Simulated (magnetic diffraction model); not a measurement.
## NaMnBr3: what an assumed order does to the neutron pattern

Space group Pm-3m (no. 221), a = 5.0420 Å.

| site | atom | x | y | z |
| --- | --- | --- | --- | --- |
| 3c | Br | 0 | 1/2 | 1/2 |
| 1b | Mn | 1/2 | 1/2 | 1/2 |
| 1a | Na | 0 | 0 | 0 |

The compound is invented for this exercise: a known structure type with other elements, its cell scaled to their sizes and not relaxed.

Only Mn is taken to order (form factors of Mn2+); orders and moment sizes are assumed, and not adapted to the symmetry. Radiation: neutrons of λ = 2.36 Å, 8° to 100°; isotropic B of 0.65 Å² (Br), 0.74 Å² (Mn) and 0.84 Å² (Na). Simulated constant-wavelength pattern: nuclear and magnetic terms add, the magnetic one as |2.695 fm × Σ f S⊥ exp(2πi Q·r) exp(−B s²)|², summed over all Q at one angle with the factor 1/(sin²θ cos θ). For collinear order S is the moment m, which repeats by lattice and centring translations R with the sign exp(−2πi k·R). Free-ion form factors, Sears's scattering lengths of 1992, no absorption; a label names one of the reflections at its angle. The strongest nuclear line in the range is 100, and lines under 0.2 are left out.

Assume the order k = (0 0 1/2), collinear moments along [110], 4.57 μB on Mn.

Predict the pattern, nuclear and magnetic parts apart.

```tsv
2θ (°)	index	nuclear	magnetic
13.44	(0 0 1/2)	0.0	53.4
30.34	(1 0 1/2)	0.0	21.0
38.66	(1 1 0)	13.7	0.0
41.10	(1 1 1/2)	0.0	12.9
47.83	(1 1 1)	100.0	0.0
49.91	(1 0 3/2)	0.0	7.8
55.82	(2 0 0)	30.7	0.0
57.69	(2 0 1/2)	0.0	7.7
64.86	(2 1 1/2)	0.0	4.3
69.96	(2 1 1)	10.0	0.0
71.62	(2 0 3/2)	0.0	2.7
78.12	(2 1 3/2)	0.0	4.8
82.90	(2 2 0)	34.4	0.0
84.48	(2 2 1/2)	0.0	2.3
90.76	(3 0 1/2)	0.0	0.7
95.48	(3 1 0)	7.0	0.0
97.06	(3 1 1/2)	0.0	2.5
```

The strongest magnetic line in the range is (0 0 1/2) at 13.44° (53.4). On top of the Lorentz factor, which all lines share, magnetic lines fade with angle because f falls: for Mn2+ it is 0.90, 0.66, 0.41 and 0.12 at sin θ/λ = 0.1, 0.2, 0.3 and 0.5 Å⁻¹, while nuclear lengths stay constant. The order has no net moment.

[Logs are printed without paths, hosts, clocks, repeated set-up lines and the standing remarks that a program may print on its own settings, such as how far it seeks lower states.]
